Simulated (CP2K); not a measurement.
Two runs for the O K edge of acetamide. Run A: CP2K XAS_TDP, all-electron GAPW, PBEh(45%), aug-cc-pVDZ, TDA, no relativity. Run B differs in one setting.

First lines with a strength over 0.0015. A:

```
            atom  energy (eV)  states  strength, one atom
O4 (bonded to C)       527.49       1              0.0360
                       531.08       1              0.0024
                       531.28       1              0.0017
                       532.61       1              0.0017
                       533.37       1              0.0027
```

B:

```
            atom  energy (eV)  states  strength, one atom
O4 (bonded to C)       533.30       1              0.0412
                       538.08       1              0.0039
                       538.27       1              0.0031
                       539.54       1              0.0028
                       540.24       1              0.0112
```

Which was it: scalar relativity switched on, the functional, the basis, GW2X switched on?

The functional (functional from PBEh(45%) to PBEh(60%); the lines alone don't name the new value). A functional moves all lines by electronvolts and changes their spacings and strengths. Against PBEh(45%) in aug-cc-pVDZ, the leading line moves by +5.81 eV, to 533.30 eV; the strength of O4's goes from 0.0360 to 0.0412. The next line of O4 over the strength cut lies 4.78 eV higher, against 3.59.

[Banner, clock and machine lines of the logs are left out without a mark of their own.]

[Logs are printed without paths, hosts, clocks, repeated set-up lines and the standing remarks that a program may print on its own settings, such as how far it seeks lower states.]

[Hosts, paths, dates, database ids (printed as entryN), source tags and the programs' standing remarks are cut or masked in the printed files.]
